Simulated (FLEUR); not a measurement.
# TmCu: parallel and opposed starts

Does TmCu prefer parallel or opposed moments?

Calculated with FLEUR MaX-R8.1; PBEsol with U = 6 eV on Tm f; all-electron FLAPW, Dirac cores, scalar-relativistic bands.

This is a report of a sequence of runs, with most program output left out.

**1. The starting structure**

Symmetry: Pm-3m, No. 221, cubic system. Conventional cell: a = 3.384 Å, b = 3.384 Å, c = 3.384 Å, α = 90.00°, β = 90.00°, γ = 90.00°. Tm has 8 Cu at 2.93 Å nearest. Nearest to Cu lie 8 Tm at 2.93 Å. Farther neighbours are not listed.

Structure file:

```cif
data_structure
_symmetry_space_group_name_H-M 'P 1'
_symmetry_Int_Tables_number 1
_cell_length_a 3.3845
_cell_length_b 3.3845
_cell_length_c 3.3845
_cell_angle_alpha 90.000
_cell_angle_beta 90.000
_cell_angle_gamma 90.000
_cell_volume 38.77
loop_
_atom_site_label
_atom_site_type_symbol
_atom_site_fract_x
_atom_site_fract_y
_atom_site_fract_z
_atom_site_occupancy
Tm1 Tm 0.50000 0.50000 0.50000 1
Cu2 Cu 0.00000 0.00000 0.00000 1
```

The settings of this session are cheaper than careful work needs (see the inputs), so it shows what such settings give, not the properties of the crystal.

The cell comes from a database of computed structures and need not be the stable phase.

**2. Run 1 (ferro +)**

The parallel start is the test of whether parallel moments hold. A Hubbard U acts on the open shell, since semilocal functionals spread its electrons too much.

The file n_mmp_mat seeds the f occupations with whole cubic orbitals by Hund's first rule, so that the U acts from the first pass. inpgen writes inp.xml from crystal.txt; cutoffs, mixing, functional, smearing and local orbitals are then set in the file. The k list default-1 (kpts.xml, not shown) is a Γ-centred 6×6×6 mesh; where the ranks do not divide the number of points, some are split in two of half the weight.

Contents of inp.xml:

```
<?xml version="1.0" encoding="UTF-8" standalone="no"?>
<fleurInput fleurInputVersion="0.39">
   <comment>
      TmCu
   </comment>
   <calculationSetup>
      <cutoffs Kmax="3.6" Gmax="10.8" GmaxXC="10.8" numbands="0"/>
      <scfLoop itmax="130" minDistance="0.0001" maxIterBroyd="15" imix="Anderson" alpha="0.05" precondParam="0.7" spinf="2.0" sdNocoIR="T"/>
      <coreElectrons ctail="T" frcor="F" kcrel="0" coretail_lmax="0"/>
      <xcFunctional name="PBEs" relativisticCorrections="F"/>
      <magnetism jspins="2"/>
      <soc l_soc="F" theta="0.0" phi="0.0" spav="F"/>
      <expertModes spex="0" secvar="F"/>
      <geometryOptimization l_f="F" forcealpha="1.0" forcemix="BFGS" epsdisp="0.00001" epsforce="0.00001"/>
      <ldaU l_linMix="F" mixParam="0.05" spinf="1.0"/>
   </calculationSetup>
   <cell>
      <bzIntegration valenceElectrons="34.0" mode="hist" fermiSmearingEnergy="0.00293995">
         <kPointListSelection listName="default-1"/>
         <xi:include xmlns:xi="http://www.w3.org/2001/XInclude" href="kpts.xml"> </xi:include>
      </bzIntegration>
      <xi:include xmlns:xi="http://www.w3.org/2001/XInclude" href="sym.xml"> </xi:include>
      <bulkLattice scale="1.0">
         <bravaisMatrix>
            <row-1>    6.3957531810156389     0.0000000000000000     0.0000000000000000</row-1>
            <row-2>    0.0000000000000000     6.3957531810156389     0.0000000000000000</row-2>
            <row-3>    0.0000000000000000     0.0000000000000000     6.3957531810156389</row-3>
         </bravaisMatrix>
      </bulkLattice>
   </cell>
   <atomSpecies>
      <species name="Thulium (T2.001" element="Tm" atomicNumber="69">
         <mtSphere radius="2.7" gridPoints="893" logIncrement="0.015"/>
         <atomicCutoffs lmax="10" lnonsphr="8"/>
         <electronConfig flipSpins="F">
            <coreConfig>(1s1/2) (2s1/2) (2p1/2) (2p3/2) (3s1/2) (3p1/2) (3p3/2) (4s1/2) (3d3/2) (3d5/2) (4p1/2) (4p3/2) (4d3/2) (4d5/2)</coreConfig>
            <valenceConfig>(5s1/2) (5p1/2) (5p3/2) (6s1/2) (4f5/2) (4f7/2)</valenceConfig>
            <stateOccupation state="(4f5/2)" spinUp="3.0" spinDown="2.5714285714286"/>
            <stateOccupation state="(4f7/2)" spinUp="4.0" spinDown="3.4285714285714"/>
         </electronConfig>
         <energyParameters s="6" p="6" d="5" f="4"/>
         <ldaU l="3" U="6.0" J="0.0" l_amf="F"/>
         <lo type="SCLO" l="0" n="5" eDeriv="0"/>
         <lo type="SCLO" l="1" n="5" eDeriv="0"/>
      </species>
      <species name="Copper (Cu)" element="Cu" atomicNumber="29">
         <mtSphere radius="2.7" gridPoints="893" logIncrement="0.014"/>
         <atomicCutoffs lmax="10" lnonsphr="8"/>
         <electronConfig flipSpins="F">
            <coreConfig>(1s1/2) (2s1/2) (2p1/2) (2p3/2) (3s1/2) (3p1/2) (3p3/2)</coreConfig>
            <valenceConfig>(4s1/2) (3d3/2) (3d5/2)</valenceConfig>
            <stateOccupation state="(4s1/2)" spinUp="0.500000" spinDown="0.500000"/>
         </electronConfig>
         <energyParameters s="4" p="4" d="3" f="4"/>
      </species>
   </atomSpecies>
   <atomGroups>
      <atomGroup species="Thulium (T2.001">
         <relPos label="                   1">1.000/2.000 1.000/2.000 1.000/2.000</relPos>
         <force calculate="T" relaxXYZ="TTT"/>
      </atomGroup>
      <atomGroup species="Copper (Cu)">
         <relPos label="                   2">.0000000000 .0000000000 .0000000000</relPos>
         <force calculate="T" relaxXYZ="TTT"/>
      </atomGroup>
   </atomGroups>
   <output dos="F" band="F" slice="F">
      <bandDOS minEnergy="-.5*Htr" maxEnergy="0.5*Htr" sigma="0.015" storeEVData="T"/>
      <plotting iplot="0" polar="F">
         <plot TwoD="T" vec1="  1.0  0.0  0.0" vec2="  0.0  1.0  0.0" vec3="  0.0  0.0  1.0" zero="  0.0  0.0  0.0" file="plot"/>
      </plotting>
      <moessbauerParams electricFieldGradient="F" isomerShift="F" coreHyperfine="F" valenceHyperfine="F"/>
   </output>
</fleurInput>
```

Contents of crystal.txt:

```
TmCu
&input film=F cartesian=F /
3.38448683000  0.00000000000  0.00000000000
0.00000000000  3.38448683000  0.00000000000
0.00000000000  0.00000000000  3.38448683000
1.8897261246
1.0 1.0 1.0

2
69 0.50000000000  0.50000000000  0.50000000000 : 2.001
29 0.00000000000  0.00000000000  0.00000000000

&kpt div1=6 div2=6 div3=6 gamma=T /
```

Launch:

```console
$ OMP_NUM_THREADS=1 inpgen -f crystal.txt > inpgen.log  # inp.xml is then edited as shown
$ OMP_NUM_THREADS=1 mpirun -n 4 fleur_MPI > fleur.log
```

The job ended after 13 s (4 MPI ranks of Intel Xeon 6975P-C (Granite Rapids), shared host; peak memory 0.27 GiB).

Numbers from this step:

```yaml
free_energy: -414470.1212 eV
program_s_band_gap_on_this_mesh_in_a_metal_only_a_level_spacing: 0.002724 eV
magnetization: 1.458 μB
final_state: ferromagnetic
largest_moment: 1.424 μB
```

After 28 cycles the largest moment stands at 1.42 μB.

**3. Run 2 (antiferro q=(0,1/2,1/2) +-)**

Another pattern of signs weighs the neighbour shells otherwise.

This order needs a doubled cell of 4 atoms. The mesh is halved along the doubled vector, so that both cells sample the same points. The k list default-1 (kpts.xml, not shown) is a Γ-centred 6×3×6 mesh.

Edit inp.xml of step 2 so:

```diff
@@ -17,3 +17,3 @@
    <cell>
-      <bzIntegration valenceElectrons="34.0" mode="hist" fermiSmearingEnergy="0.00293995">
+      <bzIntegration valenceElectrons="68.0" mode="hist" fermiSmearingEnergy="0.00293995">
          <kPointListSelection listName="default-1"/>
@@ -25,4 +25,4 @@
             <row-1>    6.3957531810156389     0.0000000000000000     0.0000000000000000</row-1>
-            <row-2>    0.0000000000000000     6.3957531810156389     0.0000000000000000</row-2>
-            <row-3>    0.0000000000000000     0.0000000000000000     6.3957531810156389</row-3>
+            <row-2>    0.0000000000000000    12.7915063620312779     0.0000000000000000</row-2>
+            <row-3>    0.0000000000000000     6.3957531810156389     6.3957531810156389</row-3>
          </bravaisMatrix>
@@ -39,2 +39,16 @@
             <stateOccupation state="(4f7/2)" spinUp="4.0" spinDown="3.4285714285714"/>
+         </electronConfig>
+         <energyParameters s="6" p="6" d="5" f="4"/>
+         <ldaU l="3" U="6.0" J="0.0" l_amf="F"/>
+         <lo type="SCLO" l="0" n="5" eDeriv="0"/>
+         <lo type="SCLO" l="1" n="5" eDeriv="0"/>
+      </species>
+      <species name="Thulium (T-2.001" element="Tm" atomicNumber="69">
+         <mtSphere radius="2.7" gridPoints="893" logIncrement="0.015"/>
+         <atomicCutoffs lmax="10" lnonsphr="8"/>
+         <electronConfig flipSpins="F">
+            <coreConfig>(1s1/2) (2s1/2) (2p1/2) (2p3/2) (3s1/2) (3p1/2) (3p3/2) (4s1/2) (3d3/2) (3d5/2) (4p1/2) (4p3/2) (4d3/2) (4d5/2)</coreConfig>
+            <valenceConfig>(5s1/2) (5p1/2) (5p3/2) (6s1/2) (4f5/2) (4f7/2)</valenceConfig>
+            <stateOccupation state="(4f5/2)" spinUp="2.5714285714286" spinDown="3.0"/>
+            <stateOccupation state="(4f7/2)" spinUp="3.4285714285714" spinDown="4.0"/>
          </electronConfig>
@@ -58,3 +72,7 @@
       <atomGroup species="Thulium (T2.001">
-         <relPos label="                   1">1.000/2.000 1.000/2.000 1.000/2.000</relPos>
+         <relPos label="                   1">1.000/2.000 .0000000000 1.000/2.000</relPos>
+         <force calculate="T" relaxXYZ="TTT"/>
+      </atomGroup>
+      <atomGroup species="Thulium (T-2.001">
+         <relPos label="                   2">1.000/2.000 1.000/2.000 1.000/2.000</relPos>
          <force calculate="T" relaxXYZ="TTT"/>
@@ -62,3 +80,4 @@
       <atomGroup species="Copper (Cu)">
-         <relPos label="                   2">.0000000000 .0000000000 .0000000000</relPos>
+         <relPos label="                   3">.0000000000 .0000000000 .0000000000</relPos>
+         <relPos label="                   4">.0000000000 1.000/2.000 .0000000000</relPos>
          <force calculate="T" relaxXYZ="TTT"/>
```

Contents of crystal.txt:

```
TmCu
&input film=F cartesian=F /
3.38448683000  0.00000000000  0.00000000000
0.00000000000  6.76897366000  0.00000000000
0.00000000000  3.38448683000  3.38448683000
1.8897261246
1.0 1.0 1.0

4
69 0.50000000000  0.00000000000  0.50000000000 : 2.001
69 0.50000000000  0.50000000000  0.50000000000 : -2.001
29 0.00000000000  0.00000000000  0.00000000000
29 0.00000000000  0.50000000000  0.00000000000

&kpt div1=6 div2=3 div3=6 gamma=T /
```

The job ended after 3.2 min (4 MPI ranks; peak memory 0.45 GiB).

Spin moment in the muffin-tin sphere by atom:

| atom | spin moment in the muffin-tin sphere (μB) |
| --- | --- |
| Tm1 | 1.90 |
| Tm2 | -1.90 |
| Cu3 | 0.00 |
| Cu4 | 0.00 |

Read from the output:

* free energy: -828943.0895 eV
* program's band gap on this mesh (in a metal only a level spacing): 3.04e-7 eV
* magnetization: 0 μB
* final state: antiferromagnetic

It lies 1424 meV a seeded atom under the first start (under a U so large a difference can come mostly from another filling of the orbitals), and its largest moment is 1.90 μB against 1.42 μB.

**4. Order 3, typed as antiferro q=(1/2,1/2,1/2) +-**

An opposed order shows whether neighbours prefer unlike signs.

The cell is doubled to 4 atoms to hold this order. The mesh is halved along the doubled vector, so that both cells sample the same points. The k list default-1 (kpts.xml, not shown) is a Γ-centred 3×6×6 mesh.

Edit inp.xml of step 3 so:

```diff
@@ -24,5 +24,5 @@
          <bravaisMatrix>
-            <row-1>    6.3957531810156389     0.0000000000000000     0.0000000000000000</row-1>
-            <row-2>    0.0000000000000000    12.7915063620312779     0.0000000000000000</row-2>
-            <row-3>    0.0000000000000000     6.3957531810156389     6.3957531810156389</row-3>
+            <row-1>   12.7915063620312779     0.0000000000000000     0.0000000000000000</row-1>
+            <row-2>    6.3957531810156389     6.3957531810156389     0.0000000000000000</row-2>
+            <row-3>    6.3957531810156389     0.0000000000000000     6.3957531810156389</row-3>
          </bravaisMatrix>
@@ -72,3 +72,3 @@
       <atomGroup species="Thulium (T2.001">
-         <relPos label="                   1">1.000/2.000 .0000000000 1.000/2.000</relPos>
+         <relPos label="                   1">1.000/2.000 1.000/2.000 1.000/2.000</relPos>
          <force calculate="T" relaxXYZ="TTT"/>
@@ -76,3 +76,3 @@
       <atomGroup species="Thulium (T-2.001">
-         <relPos label="                   2">1.000/2.000 1.000/2.000 1.000/2.000</relPos>
+         <relPos label="                   2">.0000000000 1.000/2.000 1.000/2.000</relPos>
          <force calculate="T" relaxXYZ="TTT"/>
@@ -80,4 +80,4 @@
       <atomGroup species="Copper (Cu)">
-         <relPos label="                   3">.0000000000 .0000000000 .0000000000</relPos>
-         <relPos label="                   4">.0000000000 1.000/2.000 .0000000000</relPos>
+         <relPos label="                   3">-1.000/4.000 .0000000000 .0000000000</relPos>
+         <relPos label="                   4">1.000/4.000 .0000000000 .0000000000</relPos>
          <force calculate="T" relaxXYZ="TTT"/>
```

Contents of crystal.txt:

```
TmCu
&input film=F cartesian=F /
6.76897366000  0.00000000000  0.00000000000
3.38448683000  3.38448683000  0.00000000000
3.38448683000  0.00000000000  3.38448683000
1.8897261246
1.0 1.0 1.0

4
69 0.75000000000  0.50000000000  0.50000000000 : 2.001
69 0.25000000000  0.50000000000  0.50000000000 : -2.001
29 0.00000000000  0.00000000000  0.00000000000
29 0.50000000000  0.00000000000  0.00000000000

&kpt div1=3 div2=6 div3=6 gamma=T /
```

The job ended after 45 s (4 MPI ranks; peak memory 0.38 GiB; 3 min of CPU time).

Spin moment in the muffin-tin sphere by atom:

| atom | spin moment in the muffin-tin sphere (μB) |
| --- | --- |
| Tm1 | 1.12 |
| Tm2 | -1.12 |
| Cu3 | 0.00 |
| Cu4 | 0.00 |

This step gave:

| Item | Value |
| --- | --- |
| free energy | -828942.9088 eV |
| program's band gap on this mesh (in a metal only a level spacing) | 5.28e-8 eV |
| magnetization | 0 μB |
| final state | antiferromagnetic |

It lies 1333 meV a seeded atom under the first start (under a U so large a difference can come mostly from another filling of the orbitals), and its largest moment is 1.12 μB against 1.42 μB.

**5. Run 4 (antiferro q=(0,0,1/2) +-)**

Reversing part of the moments tests the sign of the couplings between them.

The cell is doubled to 4 atoms to hold this order. The mesh is halved along the doubled vector, so that both cells sample the same points. The k list default-1 (kpts.xml, not shown) is a Γ-centred 6×6×3 mesh.

Edit inp.xml of step 4 so:

```diff
@@ -24,5 +24,5 @@
          <bravaisMatrix>
-            <row-1>   12.7915063620312779     0.0000000000000000     0.0000000000000000</row-1>
-            <row-2>    6.3957531810156389     6.3957531810156389     0.0000000000000000</row-2>
-            <row-3>    6.3957531810156389     0.0000000000000000     6.3957531810156389</row-3>
+            <row-1>    6.3957531810156389     0.0000000000000000     0.0000000000000000</row-1>
+            <row-2>    0.0000000000000000     6.3957531810156389     0.0000000000000000</row-2>
+            <row-3>    0.0000000000000000     0.0000000000000000    12.7915063620312779</row-3>
          </bravaisMatrix>
@@ -72,3 +72,3 @@
       <atomGroup species="Thulium (T2.001">
-         <relPos label="                   1">1.000/2.000 1.000/2.000 1.000/2.000</relPos>
+         <relPos label="                   1">1.000/2.000 1.000/2.000 .0000000000</relPos>
          <force calculate="T" relaxXYZ="TTT"/>
@@ -76,3 +76,3 @@
       <atomGroup species="Thulium (T-2.001">
-         <relPos label="                   2">.0000000000 1.000/2.000 1.000/2.000</relPos>
+         <relPos label="                   2">1.000/2.000 1.000/2.000 1.000/2.000</relPos>
          <force calculate="T" relaxXYZ="TTT"/>
@@ -80,4 +80,4 @@
       <atomGroup species="Copper (Cu)">
-         <relPos label="                   3">-1.000/4.000 .0000000000 .0000000000</relPos>
-         <relPos label="                   4">1.000/4.000 .0000000000 .0000000000</relPos>
+         <relPos label="                   3">.0000000000 .0000000000 -1.000/4.000</relPos>
+         <relPos label="                   4">.0000000000 .0000000000 1.000/4.000</relPos>
          <force calculate="T" relaxXYZ="TTT"/>
```

Contents of crystal.txt:

```
TmCu
&input film=F cartesian=F /
3.38448683000  0.00000000000  0.00000000000
0.00000000000  3.38448683000  0.00000000000
0.00000000000  0.00000000000  6.76897366000
1.8897261246
1.0 1.0 1.0

4
69 0.50000000000  0.50000000000  0.25000000000 : 2.001
69 0.50000000000  0.50000000000  0.75000000000 : -2.001
29 0.00000000000  0.00000000000  0.00000000000
29 0.00000000000  0.00000000000  0.50000000000

&kpt div1=6 div2=6 div3=3 gamma=T /
```

Elapsed: 41 s, on 4 MPI ranks; peak memory 0.38 GiB.

Numbers from this step:

* free energy: -828943.0904 eV
* program's band gap on this mesh (in a metal only a level spacing): 8.75e-8 eV
* magnetization: 0 μB
* final state: antiferromagnetic
* largest moment: 1.896 μB

It lies 1424 meV a seeded atom under the first start (under a U so large a difference can come mostly from another filling of the orbitals), and its largest moment is 1.90 μB against 1.42 μB.

(Part 1 of 2 ends here.)

[Logs and program files are shortened in this print: banners, set-up blocks, solver, clock and traceback lines can be left out without a mark of their own.]

[Logs are printed without paths, hosts, clocks, repeated set-up lines and the standing remarks that a program may print on its own settings, such as how far it seeks lower states.]

[Hosts, paths, dates, database ids (printed as entryN), source tags and the programs' standing remarks are cut or masked in the printed files.]

[Where a cell is said to come from a database of computed structures, the database is the Materials Project.]
